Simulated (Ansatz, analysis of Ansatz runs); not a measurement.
## Monovacancy in Tl: vacancy formation, PBE

Subject: monovacancy in Tl. Wanted: its vacancy formation, in one set-up (PBE, 36-site cell, PBE lattice, 420 eV, k: 3x3x3 Gamma-centred). The model is a cell of 36 host atoms with 1 Tl taken out. The formation energy is the energy of the cell with the vacancy less that of the same number of atoms in the perfect cell. A small cell is quick and shows the size of the effect, at the price of close images.

What was measured. Vacancy formation energy: 0.46 eV, by a method that the citing table doesn't name (quoted in “Determination of the parameters of Heine and Abarenkov model potential in hcp crystals”, 2019, Arunoday Ghorai and Amitava Ghorai, 2019 (year inferred), quoting earlier work (1991)). The calculation is set beside it at the end.

Method: plane-wave PAW DFT, PBE; relaxation of all atoms of a defect supercell, in Ansatz 0.2.0.

**1. The starting structure**

The cell holds 35 atoms: 35 Tl. Its edges and angles: a = 10.866 Å, b = 10.866 Å, c = 11.098 Å, α = 90.0°, β = 90.0°, γ = 120.0°. It derives from Tl (space group P6_3/mmc). Nearest the centre at fractional (0.444, 0.556, 0.625): Tl8 at 3.47 Å, Tl6 at 3.47 Å, Tl21 at 3.47 Å, Tl23 at 3.47 Å, Tl19 at 3.47 Å, Tl18 at 3.47 Å, Tl22 at 3.62 Å, Tl7 at 3.62 Å.

The host's primitive cell comes from a first run (plane-wave PAW DFT, PBE; relaxation of the host's cell and atoms): vectors of 3.622, 3.622 and 5.549 Å. That is 31.52 Å³ an atom, 10.3 % over the diffraction cell's volume. The supercell is built on it.

**2. Relaxation, charge 0**

Every later number rests on the structure around the defect, so the atoms are relaxed at the host's lattice first.

The input, relax/input.yaml:

```yaml
relax:
  f_tol: 0.02
  max_steps: 80
  escape_saddle: false
crystal:
  lattice:
    - [10.86621103, 0.0, 0.0]
    - [-5.43310551, 9.41041479, 0.0]
    - [0.0, 0.0, 11.09800318]
  atoms:
    - { symbol: Tl, position: [0.111111111, 0.222222222, 0.125] }
    - { symbol: Tl, position: [0.222222222, 0.111111111, 0.375] }
    - { symbol: Tl, position: [0.111111111, 0.222222222, 0.625] }
    - { symbol: Tl, position: [0.222222222, 0.111111111, 0.875] }
    - { symbol: Tl, position: [0.111111111, 0.555555556, 0.125] }
    - { symbol: Tl, position: [0.222222222, 0.444444444, 0.375] }
    - { symbol: Tl, position: [0.111111111, 0.555555556, 0.625] }
    - { symbol: Tl, position: [0.222222222, 0.444444444, 0.875] }
    - { symbol: Tl, position: [0.111111111, 0.888888889, 0.125] }
    - { symbol: Tl, position: [0.222222222, 0.777777778, 0.375] }
    - { symbol: Tl, position: [0.111111111, 0.888888889, 0.625] }
    - { symbol: Tl, position: [0.222222222, 0.777777778, 0.875] }
    - { symbol: Tl, position: [0.444444444, 0.222222222, 0.125] }
    - { symbol: Tl, position: [0.555555556, 0.111111111, 0.375] }
    - { symbol: Tl, position: [0.444444444, 0.222222222, 0.625] }
    - { symbol: Tl, position: [0.555555556, 0.111111111, 0.875] }
    - { symbol: Tl, position: [0.444444444, 0.555555556, 0.125] }
    - { symbol: Tl, position: [0.555555556, 0.444444444, 0.375] }
    - { symbol: Tl, position: [0.555555556, 0.444444444, 0.875] }
    - { symbol: Tl, position: [0.444444444, 0.888888889, 0.125] }
    - { symbol: Tl, position: [0.555555556, 0.777777778, 0.375] }
    - { symbol: Tl, position: [0.444444444, 0.888888889, 0.625] }
    - { symbol: Tl, position: [0.555555556, 0.777777778, 0.875] }
    - { symbol: Tl, position: [0.777777778, 0.222222222, 0.125] }
    - { symbol: Tl, position: [0.888888889, 0.111111111, 0.375] }
    - { symbol: Tl, position: [0.777777778, 0.222222222, 0.625] }
    - { symbol: Tl, position: [0.888888889, 0.111111111, 0.875] }
    - { symbol: Tl, position: [0.777777778, 0.555555556, 0.125] }
    - { symbol: Tl, position: [0.888888889, 0.444444444, 0.375] }
    - { symbol: Tl, position: [0.777777778, 0.555555556, 0.625] }
    - { symbol: Tl, position: [0.888888889, 0.444444444, 0.875] }
    - { symbol: Tl, position: [0.777777778, 0.888888889, 0.125] }
    - { symbol: Tl, position: [0.888888889, 0.777777778, 0.375] }
    - { symbol: Tl, position: [0.777777778, 0.888888889, 0.625] }
    - { symbol: Tl, position: [0.888888889, 0.777777778, 0.875] }
basis:
  ecutwfc: 420
  xc_grid: 2
hamiltonian:
  xc: pbe
kpoints:
  mp_grid: { grid: [3, 3, 3] }
scf:
  occupations: { method: methfessel_paxton, width: 0.1 }
  max_iter: 120
output:
  forces: true
checkpoint:
  write: "../relax.run"
  compress: false
  write_wavefunctions: true
  write_every: 100000
```

Started as:

```console
ansatz run input.yaml --threads 2 --pin off --max-ram 3768MiB --backend cpu --events-out ev --progress --plain --runs-dir out
```

Numbers of over 12 decimals in the logs are rounded to 6 here.

Output:

```text
[... repeated set-up lines and file paths are left out, and long positions are rounded to six places ...]
Engine: ansatz 0.2.0, x86_64-unknown-linux-gnu
Pseudopotentials: kind: paw
Pseudopotential: Tl, paw, valence charge 13, recommended cutoff 420 eV (normal), Tl.paw.azcp
Functional definition: PBE
  parameter kappa = 0.804
  parameter beta = 0.066725
  exchange = pbe_x(kappa = kappa, mu = beta*pi^2/3)
  correlation = pbe_c(beta = beta)
Crystal: 35 atoms, lattice volume = 1134.832 Å³
Basis set: ecut = 420 eV, 22237 PW (Γ), exchange–correlation on 150×150×150 points (8 copies of the dense FFT grid, shifted against one another)
Bands: 273, of which v1, the nominal top of the filled ones, is band 228 counted from 1 (227 counted from 0)
Symmetry: 12 space group operations
Space group: P-6m2 (ITA 187), of the structure as read, at distance tolerance 1.0e-4 Å
k-points: 6 of 27 (time reversal used)
Non-local potential: Tl, projectors of the file, l = 0: 2, l = 1: 2, l = 2: 2, l = 3: 1
PAW form: soft (Blöchl's): semilocal exchange-correlation on the pseudo side does not see the compensation charge
PAW one-centre angular grid: Tl, 590 points (default); XC on 64 Gauss nodes
Initial density: superposition of atomic densities (neutral atoms: chi_scale 0, normalization atom), corrected by the library's trained network
Initial wavefunctions: pseudopotential atomic-orbital guess
Functional: x = pbe(κ = 0.804, μ = 0.219515), c = pbe(β = 0.066725)
SCF iter   1: F=—  HF=-400545.091652 eV  |F-HF|=—  |Δ(HF+E_count)|=         —  Δρ=9.23e-4  dr2=2.31e-2  ethr=1.77e-3  ⟨swp⟩=6.0  Hψ=5816  notcnv=0
preconditioner: auto → LDOS  [metal: Δε(μ)=0.042 eV  Ē_g=12.080 eV  σ=0.100 eV  W_gap=0.32  n_scr=230 (ndim 8)  ℏωp=23.5 eV  f_vac=0.014  D(μ)=8.90/eV (n_scr^D=28)  β→1.0]
SCF iter   2: F=—  HF=-400545.044599 eV  |F-HF|=—  |Δ(HF+E_count)|=   4.71e-2  S|Δr|=    0.00e0  Δρ=4.92e-4  dr2=1.63e-2  ethr=5.08e-6  ⟨swp⟩=2.0  Hψ=3249  notcnv=0
SCF iter   3: F=—  HF=-400545.042761 eV  |F-HF|=—  |Δ(HF+E_count)|=   1.84e-3  S|Δr|=    0.00e0  Δρ=2.13e-4  dr2=4.21e-3  ethr=3.58e-6  ⟨swp⟩=3.0  Hψ=2859  notcnv=0
SCF iter   4: F=—  HF=-400545.042627 eV  |F-HF|=—  |Δ(HF+E_count)|=   1.34e-4  S|Δr|=    0.00e0  Δρ=8.82e-5  dr2=1.93e-4  ethr=9.25e-7  ⟨swp⟩=2.0  Hψ=1672  notcnv=0
SCF iter   5: F=—  HF=-400545.042603 eV  |F-HF|=—  |Δ(HF+E_count)|=   2.44e-5  S|Δr|=    0.00e0  Δρ=2.16e-5  dr2=1.01e-5  ethr=4.24e-8  ⟨swp⟩=2.0  Hψ=2680  notcnv=0
SCF iter   6: F=-400545.042603 eV  HF=-400545.042605 eV  |F-HF|=1.43e-6  |Δ(HF+E_count)|=   2.16e-6  S|Δr|=    0.00e0  Δρ=7.75e-6  dr2=2.31e-6  ethr=2.20e-9  ⟨swp⟩=3.2  Hψ=4397  notcnv=0
SCF 1 converged in 6 iterations: F = -400545.042603 eV  dr2 = 2.31e-6
  greatest PAW one-centre occupation: 0.963 electrons in one spin orbital (limit 2), on the Tl atom at site 7 (counted from 0), in its partial waves of l = 2
relax step   1: F+E_penalty+E_count = -400545.04260333 eV  Δ(F+E_penalty+E_count) = +0.000e0 eV  max|allowed force component| = 1.219e-1 eV/Å  Δτ_max = 0.0000 Å  (6 SCF iters, dr2 threshold 1.00e-5 eV, accepted)
[... the SCF cycles and remarks between the steps are left out from here to the last step ...]
relax step   2: F+E_penalty+E_count = -400545.08427038 eV  Δ(F+E_penalty+E_count) = -4.167e-2 eV  max|allowed force component| = 6.100e-2 eV/Å  Δτ_max = 0.0519 Å  (6 SCF iters, dr2 threshold 9.28e-7 eV, accepted)
SCF iter   1: F=—  HF=-400545.101957 eV  |F-HF|=—  |Δ(HF+E_count)|=         —  Δρ=6.20e-4  dr2=5.81e-3  ethr=1.94e-5  ⟨swp⟩=6.7  Hψ=4035  notcnv=0  defer=189
SCF iter   2: F=—  HF=-400545.101490 eV  |F-HF|=—  |Δ(HF+E_count)|=   4.67e-4  S|Δr|=    0.00e0  Δρ=2.03e-4  dr2=1.66e-3  ethr=1.28e-6  ⟨swp⟩=2.8  Hψ=3127  notcnv=0  defer=188
SCF iter   3: F=—  HF=-400545.101258 eV  |F-HF|=—  |Δ(HF+E_count)|=   2.31e-4  S|Δr|=    0.00e0  Δρ=9.94e-5  dr2=4.98e-4  ethr=3.64e-7  ⟨swp⟩=2.0  Hψ=2809  notcnv=0  defer=188
SCF iter   4: F=—  HF=-400545.101178 eV  |F-HF|=—  |Δ(HF+E_count)|=   8.09e-5  S|Δr|=    0.00e0  Δρ=3.54e-5  dr2=3.35e-5  ethr=1.10e-7  ⟨swp⟩=3.0  Hψ=2976  notcnv=0  defer=188
SCF iter   5: F=—  HF=-400545.101421 eV  |F-HF|=—  |Δ(HF+E_count)|=   2.43e-4  S|Δr|=    0.00e0  Δρ=7.85e-6  dr2=3.32e-6  ethr=7.37e-9  ⟨swp⟩=2.0  Hψ=2750  notcnv=0  defer=188
SCF iter   6: F=—  HF=-400545.101421 eV  |F-HF|=—  |Δ(HF+E_count)|=   3.00e-8  S|Δr|=    0.00e0  Δρ=2.85e-6  dr2=2.12e-7  ethr=7.29e-10  ⟨swp⟩=2.2  Hψ=1893  notcnv=0  defer=188
SCF iter   7: F=-400545.101421 eV  HF=-400545.101421 eV  |F-HF|=9.90e-10  |Δ(HF+E_count)|=   3.39e-8  S|Δr|=    0.00e0  Δρ=8.68e-7  dr2=1.54e-8  ethr=2.20e-11  ⟨swp⟩=4.0  Hψ=4605  notcnv=0
SCF 3 converged in 7 iterations: F = -400545.101421 eV  dr2 = 1.54e-8
relax step   3: F+E_penalty+E_count = -400545.10142095 eV  Δ(F+E_penalty+E_count) = -1.715e-2 eV  max|allowed force component| = 1.325e-2 eV/Å  Δτ_max = 0.0676 Å  (7 SCF iters, accepted)
NSCF: frozen V_eff on 6 k-points
the band table was solved once a step of the walk had ended and its energy, with any forces and stress, was formed, with the checks that follow a solve (5943 applications of the Hamiltonian). They found nothing against the state; [...]
SCF converged after 7 iterations
Stability not checked: this state was not tested for a lower state beside it, because cold or Methfessel-Paxton smearing, or corrected tetrahedra, fill the levels in a way that the test cannot read (fill_not_monotonic; see scf.lower_state_search)
Free energy (F): -400545.101421 eV
Harris-Foulkes:  -400545.101421 eV  (|F-HF|=9.90e-10)
Internal energy: -400545.108847 eV  (E = F + TS)
E sigma→0 (E₀):  -400545.103277 eV
Entropy (-TS):   0.007426 eV (0.212 meV/atom)
Fermi energy:    8.685858 eV
--- Per-component energies (eV) ---
  E_band       = -439.657759
  E_kinetic    = 11651.449182
  E_local      = -33763.797302  (includes V_loc(G=0)·N_el)
  E_nonlocal   = 11099.354751
  E_hartree    = 12533.735896
  E_xc         = -8065.674582
  E_vxc        = -4960.147692  (∫ρ·V_xc dr)
  E_paw        = -355737.552774  (= ΣΔE_a)
  E_vpaw       = -9533.987114  (= ΣTr[D̂ρ^β])
  E_aug_tail   = 0.001172  (compensation charges beyond the density's cutoff)
  E_ewald      = -38262.625189
  E_smearing   = 0.007426  (= −TS)
  E_closure    = 0.000000  (closes the sum)
  Σ components = -400545.101421   (vs F -400545.101421, Δ=0.00e0)
--- Forces (eV/Å), atoms counted from 1 ---
  atom   1  Tl    -0.00231831     0.00041942     0.00000000
  atom   2  Tl     0.00000000     0.00141899    -0.00584949
  atom   3  Tl    -0.00173334    -0.01325157     0.00000000
  atom   4  Tl     0.00000000     0.00141899     0.00584949
  atom   5  Tl    -0.00079592    -0.00221743     0.00000000
  atom   6  Tl    -0.00434752    -0.00251004    -0.00425554
  atom   7  Tl    -0.01234287     0.00512467     0.00000000
  atom   8  Tl    -0.00434752    -0.00251004     0.00425554
  atom   9  Tl    -0.00000000     0.00000000     0.00000000
  atom  10  Tl     0.00122888    -0.00070950    -0.00584949
  atom  11  Tl    -0.00000000     0.00000000     0.00000000
  atom  12  Tl     0.00122888    -0.00070950     0.00584949
  atom  13  Tl     0.00231831     0.00041942     0.00000000
  atom  14  Tl    -0.00051891    -0.00029959    -0.00412243
  atom  15  Tl     0.00173334    -0.01325157     0.00000000
  atom  16  Tl    -0.00051891    -0.00029959     0.00412243
  atom  17  Tl     0.00000000     0.00000000     0.00000000
  atom  18  Tl     0.00434752    -0.00251004    -0.00425554
  atom  19  Tl     0.00434752    -0.00251004     0.00425554
  atom  20  Tl     0.00152239     0.00179800     0.00000000
  atom  21  Tl     0.00000000     0.00502008    -0.00425554
  atom  22  Tl    -0.01060952     0.00812690     0.00000000
  atom  23  Tl     0.00000000     0.00502008     0.00425554
  atom  24  Tl    -0.00000000     0.00000000     0.00000000
  atom  25  Tl     0.00051891    -0.00029959    -0.00412243
  atom  26  Tl    -0.00000000     0.00000000     0.00000000
  atom  27  Tl     0.00051891    -0.00029959     0.00412243
  atom  28  Tl     0.00079592    -0.00221743     0.00000000
  atom  29  Tl     0.00000000     0.00059918    -0.00412243
  atom  30  Tl     0.01234287     0.00512467     0.00000000
  atom  31  Tl     0.00000000     0.00059918     0.00412243
  atom  32  Tl    -0.00152239     0.00179800     0.00000000
  atom  33  Tl    -0.00122888    -0.00070950    -0.00584949
  atom  34  Tl     0.01060952     0.00812690     0.00000000
  atom  35  Tl    -0.00122888    -0.00070950     0.00584949
  max |Σ_I F_I| component: 3.34e-17 eV/Å
--- Band table (eV; the first three rows and the last of 6) ---
  k-point 0: bands = ["-2.9600", "-2.9594", "-2.9594", "-2.9552", [... 265 left out ...] "13.4450", "14.0661", "14.0661", "14.0879"]
  k-point 1: bands = ["-2.9480", "-2.9455", "-2.9455", "-2.9437", [... 265 left out ...] "13.0412", "13.0962", "13.2335", "13.2335"]
  [... further k-points left out ...]
--- Relaxed structure (3 steps of the walk, 3 accepted, 0 SCFs on fresh bases) ---
  F+E_penalty+E_count = -400545.10142095 eV   max|allowed force component| = 1.325e-2 eV/Å
  atoms:
    - { symbol: Tl, position: [0.113075, 0.226694, 0.125] }
    - { symbol: Tl, position: [0.221963, 0.110593, 0.375913] }
    - { symbol: Tl, position: [0.112998, 0.224416, 0.625] }
    - { symbol: Tl, position: [0.221963, 0.110593, 0.874087] }
    - { symbol: Tl, position: [0.113075, 0.553047, 0.125] }
    - { symbol: Tl, position: [0.228630, 0.447648, 0.384287] }
    - { symbol: Tl, position: [0.112998, 0.555249, 0.625] }
    - { symbol: Tl, position: [0.228630, 0.447648, 0.865713] }
    - { symbol: Tl, position: [0.111111, 0.888889, 0.125] }
    - { symbol: Tl, position: [0.221963, 0.778037, 0.375913] }
    - { symbol: Tl, position: [0.111111, 0.888889, 0.625] }
    - { symbol: Tl, position: [0.221963, 0.778037, 0.874087] }
    - { symbol: Tl, position: [0.446953, 0.226694, 0.125] }
    - { symbol: Tl, position: [0.554098, 0.110382, 0.374442] }
    - { symbol: Tl, position: [0.444751, 0.224416, 0.625] }
    - { symbol: Tl, position: [0.554098, 0.110382, 0.875558] }
    - { symbol: Tl, position: [0.444444, 0.555556, 0.125] }
    - { symbol: Tl, position: [0.552352, 0.447648, 0.384287] }
    - { symbol: Tl, position: [0.552352, 0.447648, 0.865713] }
    - { symbol: Tl, position: [0.446953, 0.886925, 0.125] }
    - { symbol: Tl, position: [0.552352, 0.771370, 0.384287] }
    - { symbol: Tl, position: [0.444751, 0.887002, 0.625] }
    - { symbol: Tl, position: [0.552352, 0.771370, 0.865713] }
    - { symbol: Tl, position: [0.777778, 0.222222, 0.125] }
    - { symbol: Tl, position: [0.889618, 0.110382, 0.374442] }
    - { symbol: Tl, position: [0.777778, 0.222222, 0.625] }
    - { symbol: Tl, position: [0.889618, 0.110382, 0.875558] }
    - { symbol: Tl, position: [0.773306, 0.553047, 0.125] }
    - { symbol: Tl, position: [0.889618, 0.445902, 0.374442] }
    - { symbol: Tl, position: [0.775584, 0.555249, 0.625] }
    - { symbol: Tl, position: [0.889618, 0.445902, 0.875558] }
    - { symbol: Tl, position: [0.773306, 0.886925, 0.125] }
    - { symbol: Tl, position: [0.889407, 0.778037, 0.375913] }
    - { symbol: Tl, position: [0.775584, 0.887002, 0.625] }
    - { symbol: Tl, position: [0.889407, 0.778037, 0.874087] }
```

The job ended after 3.6 min (2 threads of AMD EPYC 7R43, shared host; peak memory 3 GiB; 6.7 min of CPU time).

[end of part 1 of 2]

[Logs are printed without paths, hosts, clocks, repeated set-up lines and the standing remarks that a program may print on its own settings, such as how far it seeks lower states.]

[Hosts, paths, dates, database ids (printed as entryN), source tags and the programs' standing remarks are cut or masked in the printed files.]

[For some hosts the program warned that the k-mesh of the response run may be too coarse for force constants and the static dielectric constant; such warnings are not shown here.]
